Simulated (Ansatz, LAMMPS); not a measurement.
**A frame of liquid acetonitrile from 293 K (102 atoms): geometry optimisation**

Aim: bring a frame of liquid acetonitrile from 293 K (102 atoms) to a nearby minimum of the energy and see what moves.

Method: Kohn-Sham DFT, r2SCAN+D3(BJ), PAW (set soft_2), plane waves, in Ansatz 0.2.0.

Most raw output is cut from this account.

## Step 1: The starting structure

The cell holds 102 atoms: 34 C, 17 N and 51 H. Cell: a = 11.382 Å, b = 11.382 Å, c = 11.382 Å, α = 90.0°, β = 90.0°, γ = 90.0°. 17 acetonitrile placed at random, at 0.786 g/cm³; overlaps pushed apart, then 10 ps at 393 K with MMFF94 bonds, angles, torsions, charges and radii (Halgren, J. Comput. Chem. 17, 490 (1996)) in harmonic and 12-6 forms. Snapshot after 20 ps at 293 K and fixed volume.

Limits known from the start: The network of contacts between molecules at the start is that of the classical potential that made the cell. The density was typed from a rule of thumb and may lie off the real one at this temperature. Sampling is at Γ alone, for a cell whose shortest periodic width is 11 Å.

## Step 2: The classical run that made the cell

A classical potential makes the cell, at a small fraction of what the same run would cost in DFT.

This step: classical MD, MMFF94 bonds, angles, torsions, charges and radii (Halgren, J. Comput. Chem. 17, 490 (1996)) in harmonic and 12-6 forms (LAMMPS 22 Jul 2025 - Update 4).

in.lmp reads:

```
# liquid acetonitrile
units real
atom_style full
boundary p p p
bond_style harmonic
angle_style harmonic
dihedral_style opls
improper_style harmonic
special_bonds lj 0 0 0.5 coul 0 0 0.75
read_data data.lmp
neigh_modify delay 0 every 1 check yes one 4000
comm_modify cutoff 12.0
timestep 0.5
thermo_style custom step time temp pe press density
thermo_modify norm yes
# push overlapping molecules apart
pair_style soft 2.6
pair_coeff * * 0.0
variable a equal ramp(1,60)
fix ad all adapt 1 pair soft a * * v_a
velocity all create 393 515145 mom yes dist gaussian
fix lim all nve/limit 0.03
fix lan all langevin 393 393 50 515146 zero yes
thermo 1000
run 3000 post no
unfix ad
pair_style lj/cut/coul/long 9.0
pair_modify mix arithmetic tail yes
pair_coeff 1 1 0.0678 3.3680   # C
pair_coeff 2 2 0.0678 3.5530   # C
pair_coeff 3 3 0.0721 3.3270   # N
pair_coeff 4 4 0.0216 2.5400   # H
kspace_style pppm 1.0e-4
thermo 100
# [... 16 lines left out ...]
compute msd all msd com yes
thermo 5000
fix md all nvt temp 293 293 100
run 20000 post no
print "== T293: mean square displacement over the hold $(c_msd[4]:%.2f) A^2"
unfix md
uncompute msd
write_dump all custom T293.dump id type xs ys zs modify sort id
```

The run is started by

```sh
lmp -in in.lmp -log none -nocite
```

The job ended after 10 s (1 thread of Intel Xeon Platinum 8488C (Sapphire Rapids), shared host; peak memory 0.12 GiB).

The input also reads data.lmp (atoms, bonds and types; not printed here).

## Step 3: Single point at the start

A single point comes first, to see the forces before anything moves.

input.yaml reads:

```yaml
crystal:
  lattice:
    - [11.38169, 0.0, 0.0]
    - [0.0, 11.38169, 0.0]
    - [0.0, 0.0, 11.38169]
  atoms:
    - { symbol: C, position: [0.82452, 0.47479, 0.30368] }
    - { symbol: C, position: [0.76767, 0.49946, 0.19085] }
    - { symbol: "N", position: [0.72645, 0.50435, 0.09655] }
    - { symbol: H, position: [0.79747, 0.40018, 0.35433] }
    - { symbol: H, position: [0.81429, 0.55371, 0.36308] }
    - { symbol: H, position: [0.91754, 0.46352, 0.29573] }
    - { symbol: C, position: [0.89695, 0.97826, 0.27359] }
    - { symbol: C, position: [0.87895, 0.07765, 0.20014] }
    - { symbol: "N", position: [0.85863, 0.15675, 0.13873] }
    - { symbol: H, position: [0.80907, 0.94418, 0.29126] }
    - { symbol: H, position: [0.94108, 0.99964, 0.35882] }
    - { symbol: H, position: [0.93381, 0.91358, 0.2211] }
    - { symbol: C, position: [0.31762, 0.1544, 0.24808] }
    - { symbol: C, position: [0.33291, 0.27394, 0.287] }
    - { symbol: "N", position: [0.3326, 0.36924, 0.32249] }
    - { symbol: H, position: [0.24362, 0.10953, 0.29734] }
    - { symbol: H, position: [0.40254, 0.10793, 0.26558] }
    - { symbol: H, position: [0.291, 0.13839, 0.15592] }
    - { symbol: C, position: [0.70764, 0.40282, 0.8248] }
    - { symbol: C, position: [0.6394, 0.51047, 0.81588] }
    - { symbol: "N", position: [0.5884, 0.59995, 0.81762] }
    - { symbol: H, position: [0.70293, 0.34726, 0.74397] }
    - { symbol: H, position: [0.67141, 0.34781, 0.89079] }
    - { symbol: H, position: [0.79415, 0.42675, 0.85122] }
    - { symbol: C, position: [0.47568, 0.67036, 0.13434] }
    - { symbol: C, position: [0.44221, 0.79003, 0.09997] }
    - { symbol: "N", position: [0.39723, 0.88008, 0.07924] }
    - { symbol: H, position: [0.42979, 0.60463, 0.08005] }
    - { symbol: H, position: [0.44931, 0.64803, 0.2265] }
    - { symbol: H, position: [0.57219, 0.66914, 0.1191] }
    - { symbol: C, position: [0.92216, 0.08878, 0.81238] }
    - { symbol: C, position: [0.80756, 0.0572, 0.76952] }
    - { symbol: "N", position: [0.71066, 0.04133, 0.74439] }
    - { symbol: H, position: [0.93071, 0.08182, 0.90828] }
    - { symbol: H, position: [0.94171, 0.17124, 0.76906] }
    - { symbol: H, position: [0.98823, 0.0315, 0.78716] }
    - { symbol: C, position: [0.18273, 0.18088, 0.55538] }
    - { symbol: C, position: [0.16372, 0.06095, 0.60113] }
    - { symbol: "N", position: [0.14503, 0.97328, 0.64538] }
    - { symbol: H, position: [0.15996, 0.19252, 0.46907] }
    - { symbol: H, position: [0.26929, 0.21476, 0.56384] }
    - { symbol: H, position: [0.12976, 0.24377, 0.60597] }
    - { symbol: C, position: [0.75701, 0.82799, 0.96991] }
    - { symbol: C, position: [0.82253, 0.75489, 0.89365] }
    - { symbol: "N", position: [0.88585, 0.70256, 0.83142] }
    - { symbol: H, position: [0.8087, 0.90888, 0.99555] }
    - { symbol: H, position: [0.72705, 0.79073, 0.04821] }
    - { symbol: H, position: [0.67652, 0.85662, 0.93462] }
    - { symbol: C, position: [0.97149, 0.51334, 0.63894] }
    - { symbol: C, position: [0.05036, 0.52987, 0.73162] }
    - { symbol: "N", position: [0.12513, 0.54502, 0.80194] }
    - { symbol: H, position: [0.88657, 0.50364, 0.6731] }
    - { symbol: H, position: [0.0046, 0.44264, 0.58258] }
    - { symbol: H, position: [0.97821, 0.59166, 0.59078] }
    - { symbol: C, position: [0.17443, 0.79093, 0.91421] }
    - { symbol: C, position: [0.18402, 0.7069, 0.00925] }
    - { symbol: "N", position: [0.1843, 0.63859, 0.0853] }
    - { symbol: H, position: [0.23726, 0.78482, 0.84606] }
    - { symbol: H, position: [0.17709, 0.87733, 0.96538] }
    - { symbol: H, position: [0.09164, 0.78744, 0.86564] }
    - { symbol: C, position: [0.43063, 0.94274, 0.74114] }
    - { symbol: C, position: [0.42692, 0.98735, 0.62309] }
    - { symbol: "N", position: [0.42635, 0.01611, 0.52423] }
    - { symbol: H, position: [0.49807, 0.99033, 0.79765] }
    - { symbol: H, position: [0.45562, 0.85028, 0.7496] }
    - { symbol: H, position: [0.34845, 0.95256, 0.78737] }
    - { symbol: C, position: [0.42662, 0.56395, 0.56736] }
    - { symbol: C, position: [0.54949, 0.53928, 0.54431] }
    - { symbol: "N", position: [0.64364, 0.51154, 0.51874] }
    - { symbol: H, position: [0.37651, 0.52859, 0.49478] }
    - { symbol: H, position: [0.40978, 0.66212, 0.57979] }
    - { symbol: H, position: [0.39832, 0.52643, 0.64988] }
    - { symbol: C, position: [0.64311, 0.17993, 0.50953] }
    - { symbol: C, position: [0.76752, 0.2051, 0.51594] }
    - { symbol: "N", position: [0.86504, 0.22936, 0.53513] }
    - { symbol: H, position: [0.61224, 0.17411, 0.60659] }
    - { symbol: H, position: [0.62378, 0.09706, 0.46827] }
    - { symbol: H, position: [0.60119, 0.24398, 0.45024] }
    [... 18 atom lines left out ...]
    - { symbol: C, position: [0.24658, 0.81436, 0.39602] }
    - { symbol: C, position: [0.13881, 0.74798, 0.38241] }
    - { symbol: "N", position: [0.05338, 0.69723, 0.36271] }
    - { symbol: H, position: [0.24169, 0.89982, 0.34901] }
    - { symbol: H, position: [0.32306, 0.76806, 0.36818] }
    - { symbol: H, position: [0.26618, 0.83668, 0.48862] }
kpoints:
  mp_grid: { grid: [1, 1, 1] }
hamiltonian:
  xc: r2scan
  dispersion: d3bj
scf:
  occupations: { method: fixed }
output:
  forces: true
  stress: true
  populations: true
  dos:
    method: { smearing: { sigma: 0.1 } }
    de: 0.1
    projected: { site_lists: { C: [C], H: [H], "N": ["N"] } }
  eigenvalues: true
```

The run is started by

```sh
ansatz run input.yaml --threads 4 --pin off --max-ram 8192MiB --backend cpu --events-out ev --progress --plain --runs-dir out
```

Elapsed: 35 s, on 4 threads of Intel Xeon Platinum 8488C (Sapphire Rapids), shared host; peak memory 4 GiB; 2.2 min of CPU time.

Notices of the run: dispersion damping borrowed.

Read from the output:

| Item | Value |
| --- | --- |
| free energy | -15908.9600 eV |
| free energy per atom | -155.9702 eV/atom |
| SCF cycles | 11 |
| pressure | -0.9394 GPa |
| r.m.s. force component | 0.926 eV/Å |
| longest force | 5.171 eV/Å |
| Fermi energy | -3.803 eV |
| gap (highest filled to lowest empty level) | 6.334 eV |
| spilling of the projection | 0.0162 |

The r.m.s. force component of 0.93 eV/Å and the pressure of -0.94 GPa set the starting point.

Neighbours are counted within 1.34 Å (H-C), 1.85 Å (C-C), 1.62 Å (C-N).

Length of the force by element and coordination:

| element | coordination | atoms | mean length of the force (eV/Å) | spread | least | most |
| --- | --- | --- | --- | --- | --- | --- |
| C | all | 34 | 1.78 | 0.923 | 0.328 | 5.17 |
| C | 2 | 17 | 1.82 | 1.16 | 0.328 | 5.17 |
| C | 4 | 17 | 1.74 | 0.598 | 0.558 | 2.71 |
| H | all | 51 | 1.12 | 0.566 | 0.276 | 2.62 |
| N | all | 17 | 1.43 | 0.796 | 0.236 | 2.93 |

## Step 4: Relaxation

The atoms are relaxed in the fixed cell, aiming at the force tolerance of the input.

input.yaml, the sections that differ from step 3:

```yaml
output:
  forces: true
relax:
  f_tol: 0.05
  max_steps: 200
# crystal, kpoints, hamiltonian, scf: as in step 3
```

Wall time 11 min (4 threads); peak memory 4 GiB.

The steps of the relaxation (22 of 32):

| step | energy less that of the first step (eV) | largest force component (eV/Å) |
| --- | --- | --- |
| 1 | 0.0000 | 3.8850 |
| 2 | -2.5654 | 0.9084 |
| 4 | -3.3137 | 0.5084 |
| 5 | -3.4548 | 0.6191 |
| 7 | -3.6093 | 0.6803 |
| 8 | -3.6702 | 0.8869 |
| 10 | -3.7407 | 0.5982 |
| 11 | -3.7579 | 0.0476 |
| 13 | -3.7764 | 0.4789 |
| 14 | -3.7888 | 0.3648 |
| 16 | -3.8070 | 0.0129 |
| 17 | -3.8152 | 0.2746 |
| 19 | -3.8339 | 0.2468 |
| 20 | -3.8422 | 0.3000 |
| 22 | -3.8659 | 0.0117 |
| 23 | -3.8659 | 0.0127 |
| 25 | -3.8831 | 0.4832 |
| 26 | -3.8912 | 0.3594 |
| 28 | -3.9220 | 0.2288 |
| 29 | -3.9271 | 0.3883 |
| 31 | -3.9444 | 0.0346 |
| 32 | -3.9444 | 0.0343 |

Relaxation step 10 was tried and not accepted.

The atoms that moved most (Å):

| atom | dx | dy | dz | length |
| --- | --- | --- | --- | --- |
| H16 | 2.011 | -0.876 | 0.006 | 2.194 |
| N81 | -0.286 | -0.430 | 1.828 | 1.900 |
| H6 | -0.358 | 1.525 | 0.363 | 1.608 |
| H12 | 0.570 | 1.335 | 0.368 | 1.497 |
| H17 | 0.861 | -0.084 | -1.087 | 1.389 |
| H100 | -0.210 | -0.562 | -1.201 | 1.342 |
| N51 | 0.058 | -1.070 | -0.585 | 1.220 |
| H4 | 1.011 | 0.472 | -0.457 | 1.205 |

The relaxation changed the energy by -38.7 meV/atom, and atoms moved by 0.82 Å r.m.s., 2.2 Å at most.

## Step 5: Local order after relaxation

Bonds before and after, by the cutoffs listed below:

| pair | bonds before | bonds after | mean before (Å) | mean after (Å) | spread before (Å) | spread after (Å) |
| --- | --- | --- | --- | --- | --- | --- |
| H-C | 51 | 51 | 1.090 | 1.090 | 0.032 | 0.001 |
| C-C | 17 | 17 | 1.446 | 1.445 | 0.021 | 0.001 |
| C-N | 17 | 17 | 1.163 | 1.154 | 0.011 | 0.001 |

Density 0.786 g/cm³, 14.46 Å³ an atom.

Pair distribution functions g(r), in bins of 0.2 Å:

| r (Å) | total | H-H | H-C | H-N | C-C | C-N | N-N |
| --- | --- | --- | --- | --- | --- | --- | --- |
| 1.00 | 4.97 | 0.00 | 14.95 | 0.00 | 0.00 | 0.00 | 0.00 |
| 1.20 | 1.39 | 0.00 | 0.00 | 0.00 | 0.00 | 12.50 | 0.00 |
| 1.40 | 0.94 | 0.00 | 0.00 | 0.00 | 8.50 | 0.00 | 0.00 |
| 1.60 | 0.00 | 0.00 | 0.00 | 0.00 | 0.00 | 0.00 | 0.00 |
| 1.80 | 1.82 | 7.30 | 0.00 | 0.00 | 0.00 | 0.00 | 0.00 |
| 2.00 | 1.33 | 0.00 | 4.00 | 0.00 | 0.00 | 0.00 | 0.00 |
| 2.20 | 0.00 | 0.00 | 0.00 | 0.00 | 0.00 | 0.00 | 0.00 |
| 2.40 | 0.11 | 0.00 | 0.00 | 0.67 | 0.00 | 0.00 | 0.00 |
| 2.60 | 0.64 | 0.13 | 0.00 | 1.93 | 0.00 | 2.58 | 0.00 |
| 2.80 | 0.45 | 0.69 | 0.08 | 1.48 | 0.00 | 0.00 | 0.00 |
| 3.00 | 0.54 | 0.70 | 0.41 | 1.35 | 0.00 | 0.00 | 0.00 |
| 3.20 | 1.22 | 0.66 | 1.00 | 4.30 | 0.00 | 0.09 | 0.00 |
| 3.40 | 0.99 | 0.77 | 1.17 | 0.59 | 0.61 | 2.16 | 0.00 |
| 3.60 | 1.25 | 0.98 | 0.98 | 1.10 | 0.54 | 3.86 | 0.00 |
| 3.80 | 1.05 | 0.68 | 1.17 | 0.65 | 1.47 | 1.48 | 1.94 |
| 4.00 | 1.08 | 0.85 | 0.76 | 1.81 | 1.52 | 0.77 | 2.31 |
| 4.20 | 1.07 | 1.06 | 1.10 | 1.19 | 1.50 | 0.40 | 1.16 |
| 4.40 | 1.05 | 1.03 | 1.08 | 1.01 | 1.30 | 0.68 | 1.45 |
| 4.60 | 1.05 | 1.07 | 1.23 | 0.86 | 1.38 | 0.53 | 0.77 |
| 4.80 | 1.14 | 1.31 | 1.35 | 0.68 | 1.19 | 0.84 | 0.87 |
| 5.00 | 1.06 | 0.91 | 1.19 | 0.40 | 1.86 | 0.97 | 1.79 |
| 5.20 | 0.90 | 1.24 | 0.84 | 0.50 | 1.17 | 0.68 | 0.75 |
| 5.40 | 1.08 | 1.29 | 1.27 | 0.76 | 0.86 | 0.62 | 1.67 |
| 5.60 | 0.95 | 1.08 | 0.88 | 0.88 | 0.95 | 1.04 | 0.65 |

Bonds by pair of elements; cutoffs follow the first minimum of g(r), held within bounds set by covalent radii, and pairs that aren't listed don't count as bonded:

| pair A-B | cutoff (Å) | bonds | mean length (Å) | spread (Å) | shortest (Å) | B about A | A about B |
| --- | --- | --- | --- | --- | --- | --- | --- |
| H-C | 1.34 | 51 | 1.09 | 0.001 | 1.09 | 1 | 1.5 |
| C-C | 1.82 | 17 | 1.45 | 0.001 | 1.44 | 1 | 1 |
| C-N | 1.62 | 17 | 1.15 | 0.001 | 1.15 | 0.5 | 1 |

How many atoms have how many bonded neighbours:

| element | mean | 1 | 2 | 4 |
| --- | --- | --- | --- | --- |
| C | 3 | 0 | 17 | 17 |
| H | 1 | 51 | 0 | 0 |
| N | 1 | 17 | 0 | 0 |

Bond angles (no mean is given where the spread exceeds 20°):

| angle | count | mean (°) | spread (°) |
| --- | --- | --- | --- |
| C-C-H | 51 | 110 | 0.5 |
| H-C-H | 51 | 109 | 0.6 |
| C-C-N | 17 | 180 | 0.2 |

Bond length by coordination (bonds to H left out):

| element | coordination | atoms | mean bond length (Å) |
| --- | --- | --- | --- |
| C | 2 | 17 | 1.3 |
| C | 4 | 17 | 1.45 |

By these cutoffs 50 % of C atoms have 2 and as many 4, all H atoms have 1 and all N atoms have 1 bonded neighbour. The C-C-H angle averages 110° with a spread of 0.5°.

[end of part 1 of 2]

[Logs are printed without paths, hosts, clocks, repeated set-up lines and the standing remarks that a program may print on its own settings, such as how far it seeks lower states.]

[Hosts, paths, dates, database ids (printed as entryN), source tags and the programs' standing remarks are cut or masked in the printed files.]

[The MMFF94 radii named for the starting cell were scaled by 0.96; in molecules described by MMFF94, hydrogen bound to N, O or S took a small fixed 12-6 site in their place.]
